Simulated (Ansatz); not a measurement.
**What LiY (built on the sites of a database entry of LiIn) distorts into**

Aim: this structure of LiY (built on the sites of a database entry of LiIn) is to be tested for unstable modes, and one is followed downhill.

Program: Ansatz 0.2.0. Level of theory: DFT PBEsol, scalar-relativistic, plane waves, PAW. Results are calculated unless marked as measured.

The structure was built from a prototype and need not be the compound's stable phase.

### 1. Set-up

Symmetry: Fd-3m, No. 227, cubic system. Conventional cell: a = 7.388 Å, b = 7.388 Å, c = 7.388 Å, α = 90.00°, β = 90.00°, γ = 90.00°. Nearest to Li lie 4 Li at 3.20 Å and 4 Y at 3.20 Å. Nearest to Y lie 4 Li at 3.20 Å and 4 Y at 3.20 Å. Farther neighbours are not listed.

As a file:

```cif
data_structure
_symmetry_space_group_name_H-M 'P 1'
_symmetry_Int_Tables_number 1
_cell_length_a 5.2239
_cell_length_b 5.2239
_cell_length_c 5.2239
_cell_angle_alpha 60.000
_cell_angle_beta 60.000
_cell_angle_gamma 60.000
_cell_volume 100.80
loop_
_atom_site_label
_atom_site_type_symbol
_atom_site_fract_x
_atom_site_fract_y
_atom_site_fract_z
_atom_site_occupancy
Li1 Li 0.50000 0.50000 0.50000 1
Li2 Li 0.75000 0.75000 0.75000 1
Y3 Y 0.00000 0.00000 0.00000 1
Y4 Y 0.25000 0.25000 0.25000 1
```

### 2. Response at finite wavevector

The cell comes from relaxations at this level that are not shown. Stability and thermal properties need the whole zone. Linear response on a 4×4×4 q mesh gives force constants as far as a supercell of that size would.

File input.yaml:

```yaml
crystal:
  lattice:
    - [0.0, 3.6938399398, 3.6938399398]
    - [3.6938399398, 0.0, 3.6938399398]
    - [3.6938399398, 3.6938399398, 0.0]
  atoms:
    - { symbol: Li, position: [0.5, 0.5, 0.5] }
    - { symbol: Li, position: [0.75, 0.75, 0.75] }
    - { symbol: "Y", position: [0.0, 0.0, 0.0] }
    - { symbol: "Y", position: [0.25, 0.25, 0.25] }
kpoints:
  mp_grid: { grid: [12, 12, 12] }
hamiltonian:
  xc: pbesol
scf:
  occupations: { method: methfessel_paxton, width: 0.2 }
output:
  eigenvalues: true
phonons:
  method: dfpt
  qmesh: [4, 4, 4]
  temperatures: { t_max: 1000, t_step: 50 }
  qpath:
    path:
      - [[0.0, 0.0, 0.0], [0.5, 0.0, 0.5], [0.625, 0.25, 0.625]]
      - [[0.375, 0.375, 0.75], [0.0, 0.0, 0.0], [0.5, 0.5, 0.5], [0.5, 0.25, 0.75], [0.5, 0.0, 0.5]]
    npoints: 10
```

Launch:

```console
> ansatz run input.yaml --threads 4 --pin off --max-ram 14336MiB --backend cpu --events-out ev --progress --plain --runs-dir out
```

Numbers of over 12 decimals in the logs are rounded to 6 here.

The program printed:

```text
Warning: phonons: the dynamical matrix that this run interpolates holds no multipole term above the dipole-dipole one, and a site of this crystal is no centre of inversion, so its interpolated transverse optical and acoustic branches and sound speeds can stay off near Gamma, and the density of states and the thermodynamics with them. What a run solves at a wave vector of phonons.qpoints, Gamma apart, where the deck admits one, is free of this, and under fd what a larger phonons.supercell samples
Engine: ansatz 0.2.0, aarch64-unknown-linux-gnu
Pseudopotentials: kind: paw
Pseudopotential: Li, paw, valence charge 3, recommended cutoff 420 eV (normal), Li.paw.azcp
Pseudopotential: Y, paw, valence charge 11, recommended cutoff 420 eV (normal), Y.paw.azcp
Functional definition: PBEsol
  exchange = pbesol_x
  correlation = pbesol_c
Crystal: 4 atoms, lattice volume = 100.801 Å³
Basis set: ecut = 420 eV, 1989 PW (Γ), exchange–correlation on 72×72×72 points (8 copies of the dense FFT grid, shifted against one another)
Bands: 18, of which v1, the nominal top of the filled ones, is band 14 counted from 1 (13 counted from 0)
Symmetry: 48 space group operations
k-points: 72 of 1728
Non-local potential: Li, projectors of the file, l = 0: 3, l = 1: 2, l = 2: 1
Non-local potential: Y, projectors of the file, l = 0: 3, l = 1: 2, l = 2: 2, l = 3: 1
PAW form: soft (Blöchl's): semilocal exchange-correlation on the pseudo side does not see the compensation charge
PAW frozen core: Y, regenerated for the run's functional, and the local potential with it (the file was generated under x = pbe(κ = 0.804, μ = 0.219515), c = pbe(β = 0.066725))
PAW one-centre angular grid: Li, 110 points (default); XC on 64 Gauss nodes
PAW one-centre angular grid: Y, 590 points (default); XC on 64 Gauss nodes
Initial density: superposition of atomic densities (neutral atoms: chi_scale 0, normalization atom), corrected by the library's trained network
Initial wavefunctions: pseudopotential atomic-orbital guess
Functional: x = pbesol(κ = 0.804, μ = 0.123457), c = pbesol(β = 0.046)
SCF iter   1: F=—  HF=-7994.904172 eV  |F-HF|=—  |Δ(HF+E_count)|=         —  Δρ=2.51e-3  dr2=6.39e-3  ethr=1.77e-3  ⟨swp⟩=5.0  Hψ=12291  notcnv=0
automatic band count: the SCF goes on with 22 bands, as 18 were too few: they end inside the smearing window of the response
preconditioner: auto → Kerker (q_TF=auto, 2.204 Å⁻¹)  [metal: Δε(μ)=0.008 eV  Ē_g=3.254 eV  σ=0.200 eV  W_gap=0.03  n_scr=14 (ndim 8)  ℏωp=10.5 eV  f_vac=0.000  D(μ)=3.24/eV (n_scr^D=26)]
SCF iter   2: F=—  HF=-7994.901462 eV  |F-HF|=—  |Δ(HF+E_count)|=   2.71e-3  S|Δr|=    0.00e0  Δρ=1.28e-3  dr2=1.49e-3  ethr=2.28e-5  ⟨swp⟩=2.0  Hψ=2664  notcnv=0
SCF iter   3: F=—  HF=-7994.901050 eV  |F-HF|=—  |Δ(HF+E_count)|=   4.12e-4  S|Δr|=    0.00e0  Δρ=2.27e-4  dr2=4.21e-5  ethr=5.32e-6  ⟨swp⟩=2.0  Hψ=2557  notcnv=0
SCF iter   4: F=—  HF=-7994.901053 eV  |F-HF|=—  |Δ(HF+E_count)|=   3.72e-6  S|Δr|=    0.00e0  Δρ=4.60e-5  dr2=2.70e-6  ethr=1.50e-7  ⟨swp⟩=2.3  Hψ=2104  notcnv=0
SCF iter   5: F=—  HF=-7994.901054 eV  |F-HF|=—  |Δ(HF+E_count)|=   6.24e-7  S|Δr|=    0.00e0  Δρ=1.40e-5  dr2=3.20e-7  ethr=9.63e-9  ⟨swp⟩=1.5  Hψ=1623  notcnv=0
SCF iter   6: F=—  HF=-7994.901054 eV  |F-HF|=—  |Δ(HF+E_count)|=   1.89e-8  S|Δr|=    0.00e0  Δρ=2.35e-6  dr2=6.34e-9  ethr=1.14e-9  ⟨swp⟩=2.0  Hψ=1839  notcnv=0
SCF iter   7: F=—  HF=-7994.901054 eV  |F-HF|=—  |Δ(HF+E_count)|=   1.03e-9  S|Δr|=    0.00e0  Δρ=6.26e-7  dr2=3.93e-10  ethr=2.26e-11  ⟨swp⟩=2.2  Hψ=2604  notcnv=0
SCF iter   8: F=—  HF=-7994.901054 eV  |F-HF|=—  |Δ(HF+E_count)|=  3.82e-11  S|Δr|=    0.00e0  Δρ=1.13e-7  dr2=1.36e-11  ethr=1.40e-12  ⟨swp⟩=2.3  Hψ=2488  notcnv=0
SCF iter   9: F=-7994.901054 eV  HF=-7994.901054 eV  |F-HF|=1.82e-12  |Δ(HF+E_count)|=  7.28e-12  S|Δr|=    0.00e0  Δρ=2.33e-8  dr2=2.83e-13  ethr=1.00e-12  ⟨swp⟩=7.0  Hψ=5634  notcnv=0
SCF 1 converged in 9 iterations: F = -7994.901054 eV  dr2 = 2.83e-13
  greatest PAW one-centre occupation: 1.000 electrons in one spin orbital (limit 2), on the Li atom at site 1 (counted from 0), in its partial waves of l = 0
Initial density: read from a saved state, or passed on in memory by an earlier SCF of this step, an earlier step, the calling program or the single point that the run made first
iter 1 solved again at ethr=4.88e-8 eV; its pass at ethr=3.10e-3 eV (dr2=1.37e-5 eV) is discarded
SCF iter   1: F=—  HF=-7994.901054 eV  |F-HF|=—  |Δ(HF+E_count)|=         —  Δρ=1.83e-7  dr2=4.19e-11  ethr=4.88e-8  ⟨swp⟩=4.2  Hψ=9702  notcnv=0
eigensolver tolerance schedule: the retry pair's looser diagonalisation over-reported the residual by 326225.85 of it (diagonalisation noise at an unbounded share of the residual, at the tolerance the schedule requests for it); recorded, not acted on — ethr = c·dr2/N_el stays at c = 1.0e-1
preconditioner: auto → Kerker (q_TF=auto, 2.204 Å⁻¹)  [metal: Δε(μ)=0.004 eV  Ē_g=2.023 eV  σ=0.200 eV  W_gap=0.02  n_scr=14 (ndim 8)  ℏωp=10.5 eV  f_vac=0.000  D(μ)=3.28/eV (n_scr^D=26)]
SCF iter   2: F=—  HF=-7994.901054 eV  |F-HF|=—  |Δ(HF+E_count)|=   1.58e-7  S|Δr|=    0.00e0  Δρ=9.29e-8  dr2=9.68e-12  ethr=1.00e-12  ⟨swp⟩=1.9  Hψ=4902  notcnv=0
SCF iter   3: F=-7994.901054 eV  HF=-7994.901054 eV  |F-HF|=4.55e-12  |Δ(HF+E_count)|=  9.09e-13  S|Δr|=    0.00e0  Δρ=6.25e-8  dr2=4.22e-12  ethr=1.00e-12  ⟨swp⟩=1.0  Hψ=2880  notcnv=0
SCF 2 converged in 3 iterations: F = -7994.901054 eV  dr2 = 4.22e-12
phonons: the bands overlap, so this run is a metal and interpolates without the dipole-dipole term. If the crystal is really an insulator or semiconductor, its LO-TO splitting is missing
NSCF: frozen V_eff on 72 k-points
NSCF: frozen V_eff on 163 k-points
DFPT response loops at q = (0, 0, 0) (fractional): preconditioner auto → Kerker (q_TF=auto, 2.204 Å⁻¹) (partly filled bands, converged f_vac=0.000); β = 1.00, the filter's whole step (`scf.mixing.beta` (0.50) is not read by the response loops under this deck's `scf.mixing.preconditioner`; to damp them name `kerker` or `kerker_dos`, under which they read `scf.mixing.beta`, and type it under 1.00, their step now; both keys bind the ground state too); Broyden in place of MSR1
NSCF: frozen V_eff on 1872 k-points
DFPT response loops at q = (0, 0, 0.25) (fractional): mixed as the last ones told, above
NSCF: frozen V_eff on 952 k-points
DFPT response loops at q = (0, 0, -0.5) (fractional): mixed as the last ones told, above
NSCF: frozen V_eff on 1020 k-points
DFPT response loops at q = (0, 0.25, 0.25) (fractional): mixed as the last ones told, above
NSCF: frozen V_eff on 3456 k-points
DFPT response loops at q = (0, 0.25, -0.5) (fractional): mixed as the last ones told, above
NSCF: frozen V_eff on 1872 k-points
DFPT response loops at q = (0, 0.25, -0.25) (fractional): mixed as the last ones told, above
NSCF: frozen V_eff on 560 k-points
DFPT response loops at q = (0, -0.5, -0.5) (fractional): mixed as the last ones told, above
NSCF: frozen V_eff on 1020 k-points
DFPT response loops at q = (0.25, -0.5, -0.25) (fractional): mixed as the last ones told, above
SCF converged after 9 iterations
Stability not checked: this state was not tested for a lower state beside it, because cold or Methfessel-Paxton smearing, or corrected tetrahedra, fill the levels in a way that the test cannot read (fill_not_monotonic; see scf.lower_state_search)
Free energy (F): -7994.901054 eV
Harris-Foulkes:  -7994.901054 eV  (|F-HF|=1.82e-12)
Internal energy: -7994.903718 eV  (E = F + TS)
E sigma→0 (E₀):  -7994.901720 eV
Entropy (-TS):   0.002664 eV (0.666 meV/atom)
Fermi energy:    6.448230 eV
--- Per-component energies (eV) ---
  E_band       = -456.485966
  E_kinetic    = 652.966745
  E_local      = -1664.762864  (includes V_loc(G=0)·N_el)
  E_nonlocal   = 38.289028
  E_hartree    = 535.580346
  E_xc         = -362.623329
  E_vxc        = -421.225507  (∫ρ·V_xc dr)
  E_paw        = -5586.347172  (= ΣΔE_a)
  E_vpaw       = -132.914085  (= ΣTr[D̂ρ^β])
  E_aug_tail   = 0.000035  (compensation charges beyond the density's cutoff)
  E_ewald      = -1608.304053
  E_core_change = 0.297546  (= ΣΔE_core)
  E_smearing   = 0.002664  (= −TS)
  E_closure    = -0.000000  (closes the sum)
  Σ components = -7994.901054   (vs F -7994.901054, Δ=0.00e0)
--- Band table (eV; the first three rows and the last of 72) ---
  k-point 0: bands = [... 10 lower, 2.2126, 6.3890, 6.3890, 6.4782, 6.4782, 6.4782, 7.4200, 7.4200, ... 4 higher]
  k-point 1: bands = [... 10 lower, 2.2773, 6.1920, 6.1920, 6.4703, 6.7195, 6.7195, 7.2618, 7.4122, ... 4 higher]
  k-point 2: bands = [... 10 lower, 2.4668, 6.0139, 6.0139, 6.3962, 6.9325, 6.9887, 6.9887, 7.4292, ... 4 higher]
  k-point 71: bands = [... 10 lower, 4.9850, 4.9850, 5.3003, 5.3003, 6.8723, 6.8723, 7.4721, 7.4721, ... 4 higher]
--- Phonons (Γ-DFPT): 2 representative perturbations + reference (Σ response iterations 6) ---
  ASR residual: 2.957e-5 → 0.000e0 eV/Å²; symmetrization residual: 7.045e-7 eV/Å²
  ASR residual per site (eV/Å²): 3.17e-6 3.17e-6 2.96e-5 2.96e-5
  Γ frequencies (cm⁻¹): 0.00 0.00 0.00 105.09 105.09 105.09 241.64 241.64 241.64 301.73 301.73 301.73
--- Phonons (arbitrary-q DFPT): 8 irreducible q on the 4×4×4 mesh ---
  q = [0.0000, 0.0000, 0.0000] (star 1, of the zone-centre solve; hermiticity 4.69e-7, symmetrization 1.33e-13): -0.00 0.00 0.00 105.09 105.09 105.09 241.64 241.64 241.64 301.73 301.73 301.73
  q = [0.0000, 0.0000, 0.2500] (star 8, 2 solved perturbations on 936 of 1728 k-point pairs; hermiticity 6.43e-7, symmetrization 3.25e-13): 21.93 21.93 32.10 97.18 103.55 103.55 250.66 250.66 264.51 292.63 299.17 299.17
  q = [0.0000, 0.0000, -0.5000] (star 4, 2 solved perturbations on 476 of 1728 k-point pairs; hermiticity 1.03e-5, symmetrization 6.18e-6): 6.37 28.10 28.10 99.78 104.89 104.89 261.97 261.97 278.60 288.75 294.15 294.15
  q = [0.0000, 0.2500, 0.2500] (star 6, 4 solved perturbations in 1608 linear systems a pass and spin channel, the states on 510 of 1728 k-point pairs; hermiticity 4.87e-7, symmetrization 2.72e-13): -22.14 -22.14 51.16 90.34 99.52 99.52 254.87 254.87 269.00 292.41 292.54 292.54
  q = [0.0000, 0.2500, -0.5000] (star 24, 4 solved perturbations in 5328 linear systems a pass and spin channel, the states on 1728 of 1728 k-point pairs; hermiticity 5.06e-7, symmetrization 6.40e-8): -44.65 -42.61 39.21 81.09 110.54 115.29 261.32 262.36 275.12 280.72 288.36 292.48
  q = [0.0000, 0.2500, -0.2500] (star 12, 4 solved perturbations in 2892 linear systems a pass and spin channel, the states on 936 of 1728 k-point pairs; hermiticity 3.62e-7, symmetrization 1.61e-13): -30.70 -27.48 21.08 86.33 111.22 115.61 259.02 259.15 272.16 284.76 295.07 296.57
  q = [0.0000, -0.5000, -0.5000] (star 3, 4 solved perturbations in 886 linear systems a pass and spin channel, the states on 280 of 1728 k-point pairs; hermiticity 2.93e-7, symmetrization 2.34e-7): -60.60 -60.60 72.69 72.69 116.40 116.40 264.23 264.23 279.02 279.02 280.17 280.17
  q = [0.2500, -0.5000, -0.2500] (star 6, 4 solved perturbations in 1544 linear systems a pass and spin channel, the states on 510 of 1728 k-point pairs; hermiticity 7.50e-6, symmetrization 2.45e-6): -49.66 -49.66 57.01 57.01 118.65 118.65 268.48 268.48 272.45 272.45 289.62 289.62
  sum rule: each row above includes the acoustic sum rule's correction from the zone centre's row sums; it moved no ω² by more than (0.35 cm⁻¹)²
  mesh force constants: q→R imaginary residual 4.45e-18; ASR residual 2.957e-5 → 0.000e0 eV/Å²; symmetrization residual 2.887e-15 eV/Å²
  interpolated dispersion: 62 rows × 12 modes
  density of states and harmonic sums: on the 16×16×16 q-mesh, interpolated from the force constants of a 4×4×4 supercell (no non-analytic term)
  largest difference from the sums on the solved wave vectors: F 4.26e-3 eV, S 5.48e-6 and C_V 6.93e-7 eV/K
  zero-point energy: 0.124614 eV/cell   skipped modes (ω ≤ 0): 222, of them read as no rigid motion or as one in doubt: 219 (1.648e0 modes/cell left out, lowest -60.60 cm⁻¹)   left out of the sums: 1.37e-1 of the cell's modes: C_V's classical limit lies that fraction below 3 k_B per atom; for a crystal, a wire or a layer, F and S can be off by more, and a phonons.interpolated_qmesh denser along its periods is the remedy for the sampling
```

Wall time 14 min (4 threads of Arm Neoverse V1, shared host); peak memory 6.9 GiB; 55 min of CPU time.

This step gave:

```yaml
volume_per_atom: 25.20 Å³
gap_on_the_k_mesh: 0 eV
sum_rule_residual_before_enforcement: 2.96e-5 eV/Å²
lowest_frequency_on_the_path: -60.60 cm⁻¹
point_group: m-3m
highest_frequency_on_the_path_or_at_a_solved_wavevector: 301.7 cm⁻¹
highest_optical_mode_at_the_zone_centre_no_lo_to_term: 301.7 cm⁻¹
lowest_optical_zone_centre_mode: 105.1 cm⁻¹
lowest_mode_on_the_q_mesh_acoustic_modes_at_gamma_apart: -60.6 cm⁻¹
```

Frequencies (cm⁻¹) solved at each irreducible wavevector; negative means imaginary. Frequencies by wavevector, by row:

| q in reciprocal lattice units | star | mode 1 | mode 2 | mode 3 | mode 4 | mode 10 | mode 11 | mode 12 |
| --- | --- | --- | --- | --- | --- | --- | --- | --- |
| 0 0 0 | 1 | 0 | 0 | 0 | 105.1 | 301.7 | 301.7 | 301.7 |
| 0 0 0.25 | 8 | 21.9 | 21.9 | 32.1 | 97.2 | 292.6 | 299.2 | 299.2 |
| 0 0 -0.5 | 4 | 6.4 | 28.1 | 28.1 | 99.8 | 288.8 | 294.1 | 294.1 |
| 0 0.25 0.25 | 6 | -22.1 | -22.1 | 51.2 | 90.3 | 292.4 | 292.5 | 292.5 |
| 0 0.25 -0.5 | 24 | -44.6 | -42.6 | 39.2 | 81.1 | 280.7 | 288.4 | 292.5 |
| 0 0.25 -0.25 | 12 | -30.7 | -27.5 | 21.1 | 86.3 | 284.8 | 295.1 | 296.6 |
| 0 -0.5 -0.5 | 3 | -60.6 | -60.6 | 72.7 | 72.7 | 279 | 280.2 | 280.2 |
| 0.25 -0.5 -0.25 | 6 | -49.7 | -49.7 | 57 | 57 | 272.4 | 289.6 | 289.6 |

Interpolated from a 4×4×4 q mesh. The phonon branches at the labelled points (cm⁻¹):

| point | branch 1 | branch 2 | branch 3 | branch 4 | branch 9 | branch 10 | branch 11 | branch 12 |
| --- | --- | --- | --- | --- | --- | --- | --- | --- |
| Γ | 0 | 0 | 0 | 105 | 242 | 302 | 302 | 302 |
| halfway | -22 | -22 | 51 | 90 | 269 | 292 | 292 | 292 |
| X | -61 | -61 | 73 | 73 | 279 | 279 | 280 | 280 |
| halfway | -59 | -58 | 64 | 73 | 275 | 278 | 282 | 285 |
| U | -52 | -51 | 46 | 74 | 272 | 276 | 286 | 290 |
| jump to K | -52 | -51 | 46 | 74 | 272 | 276 | 286 | 290 |
| halfway | -14 | -9 | 35 | 89 | 270 | 289 | 296 | 300 |
| Γ | 0 | 0 | 0 | 105 | 242 | 302 | 302 | 302 |
| halfway | 22 | 22 | 32 | 97 | 264 | 293 | 299 | 299 |
| L | 6 | 28 | 28 | 100 | 279 | 289 | 294 | 294 |
| halfway | -37 | -35 | 26 | 82 | 276 | 280 | 292 | 294 |
| W | -50 | -50 | 57 | 57 | 272 | 272 | 290 | 290 |
| halfway | -56 | -56 | 65 | 65 | 275 | 275 | 286 | 286 |
| X | -61 | -61 | 73 | 73 | 279 | 279 | 280 | 280 |

Symmetry leaves 8 wavevectors to solve. The lowest mode among them, the acoustic zeros apart, lies at q = (0, -0.5, -0.5) and is imaginary, 60.6i cm⁻¹, so the energy falls along it.

### 3. The mode frozen in, largest atomic shift 0 Å

The mode followed lies at q = (0, -0.5, -0.5) with frequency 60.6i cm⁻¹ and is 2-fold degenerate, the softest among the wavevectors solved. At small amplitude the distorted cell has space group no. 92 by a symmetry search on the positions. The undistorted cell that holds it gives the zero of energy on the same k mesh.

System of this step: LiY (built on the sites of a database entry of LiIn). The structure is cubic, space group Fd-3m (No. 227). The conventional cell has a = 7.388 Å, b = 7.388 Å, c = 7.388 Å, α = 90.00°, β = 90.00°, γ = 90.00°. Nearest to Li lie 4 Li at 3.20 Å and 4 Y at 3.20 Å. Nearest to Y lie 4 Li at 3.20 Å and 4 Y at 3.20 Å. Farther neighbours are not listed.

File input.yaml:

```yaml
crystal:
  lattice:
    - [0.0, -3.6938399398, -3.6938399398]
    - [0.0, 3.6938399398, -3.6938399398]
    - [7.3876798796, 0.0, 0.0]
  atoms:
    - { symbol: Li, position: [0.5, 0.5, 0.0] }
    - { symbol: Li, position: [0.0, 0.0, 0.5] }
    - { symbol: Li, position: [0.0, 0.5, 0.25] }
    - { symbol: Li, position: [0.5, 0.0, 0.75] }
    - { symbol: "Y", position: [0.5, 0.5, 0.5] }
    - { symbol: "Y", position: [0.0, 1.0, 0.0] }
    - { symbol: "Y", position: [0.0, 0.5, 0.75] }
    - { symbol: "Y", position: [0.5, 0.0, 0.25] }
kpoints:
  mp_grid: { grid: [8, 8, 6] }
hamiltonian:
  xc: pbesol
scf:
  occupations: { method: methfessel_paxton, width: 0.2 }
output:
  forces: true
  stress: true
  eigenvalues: true
```

The program printed:

```text
[...]
Crystal: 8 atoms, lattice volume = 201.602 Å³
Basis set: ecut = 420 eV, 3953 PW (Γ), exchange–correlation on 72×72×100 points (8 copies of the dense FFT grid, shifted against one another)
Bands: 36, of which v1, the nominal top of the filled ones, is band 28 counted from 1 (27 counted from 0)
Symmetry: 32 space group operations
[...]
k-points: 60 of 384
[...]
k-point 0: bands = [... 24 lower, 5.7343, 6.3892, 6.3892, 6.4783, 6.4783, 6.4784, 6.8844, 6.8844, ... 4 higher]
  k-point 1: bands = [... 24 lower, 6.0013, 6.1781, 6.4461, 6.5235, 6.5235, 6.8329, 6.9141, 6.9141, ... 4 higher]
  k-point 2: bands = [... 24 lower, 6.0402, 6.6153, 6.6565, 6.6565, 6.7512, 6.8914, 6.9968, 6.9968, ... 4 higher]
  k-point 59: bands = [... 24 lower, 5.3004, 5.3004, 5.3004, 5.3004, 6.8724, 6.8724, 6.8724, 6.8724, ... 4 higher]
[key lines of the parts left out:]
SCF converged after 6 iterations
Free energy (F): -15989.801697 eV
Fermi energy:    6.449092 eV
P = ⅓ Tr σ = -0.0041 GPa (-0.041 kbar)
```

Run time: 7 s. Hardware: 4 threads; peak memory 0.69 GiB.

This step gave:

- pressure: -0.004097 GPa
- energy from the undistorted cell: 0 meV/atom

The run ends at a pressure of 0.00 GPa.

[end of part 1 of 3]

[Logs are printed without paths, hosts, clocks, repeated set-up lines and the standing remarks that a program may print on its own settings, such as how far it seeks lower states.]

[Hosts, paths, dates, database ids (printed as entryN), source tags and the programs' standing remarks are cut or masked in the printed files.]
